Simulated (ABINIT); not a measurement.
An input for ABINIT 10.8.3 (ZnS2 (Pa-3)):

```
acell 3*1.0 Angstrom
rprim 
  5.945430460000 0.000000000000 0.000000000000
  0.000000000000 5.945430460000 0.000000000000
  0.000000000000 0.000000000000 5.945430460000
ntypat 2
znucl 30 16
natom 12
typat 1 1 1 1 2 2 2 2 2 2 2 2
xred 
  0.500000000000 0.500000000000 0.000000000000
  0.500000000000 0.000000000000 0.500000000000
  0.000000000000 0.500000000000 0.500000000000
  0.000000000000 0.000000000000 0.000000000000
  0.100246390000 0.899753610000 0.399753610000
  0.899753610000 0.399753610000 0.100246390000
  0.399753610000 0.100246390000 0.899753610000
  0.600246390000 0.600246390000 0.600246390000
  0.899753610000 0.100246390000 0.600246390000
  0.100246390000 0.600246390000 0.899753610000
  0.600246390000 0.899753610000 0.100246390000
  0.399753610000 0.399753610000 0.399753610000
pp_dirpath "pseudos"
pseudos "Zn.upf, S.upf"
ecut 30
ngkpt 2 2 2
nshiftk 1
shiftk 0 0 0
kptopt 1
chksymbreak 0
iscf -2
irdden 1
istwfk *1
nband 282
nbdbuf 24
tolwfr 1e-09
nstep 60
prtvol 0
indata_prefix "in"
outdata_prefix "out"
tmpdata_prefix "tmp"
```

```sh
OMP_NUM_THREADS=1 mpirun -n 4 abinit run.abi > log
```

Question: How long will it take on 4 MPI ranks of Intel Xeon Platinum 8488C (Sapphire Rapids), shared host, and how much memory?

It took 3.3 min; on shared hardware allow 99 s to 6.6 min. Peak host memory was 0.64 GiB.

[Paths, hosts, dates, memory and timing lines, banners, echoed tables and standing remarks are left out of the program output.]

[Logs are printed without paths, hosts, clocks, repeated set-up lines and the standing remarks that a program may print on its own settings, such as how far it seeks lower states.]

[Runs of the session that timed out or met a known fault of the program may be left out.]

[Hosts, paths, dates, database ids (printed as entryN), source tags and the programs' standing remarks are cut or masked in the printed files.]

[G0W0 gaps are taken among the corrected bands and points alone; a level outside them can change the order at an edge.]

[Where Ansatz stands beside ABINIT at settings called matched, ABINIT's density can come from a denser mesh and the files from another edition; pairs whose starting gaps differed by over 0.03 eV were left out, so agreement reads better than it is.]
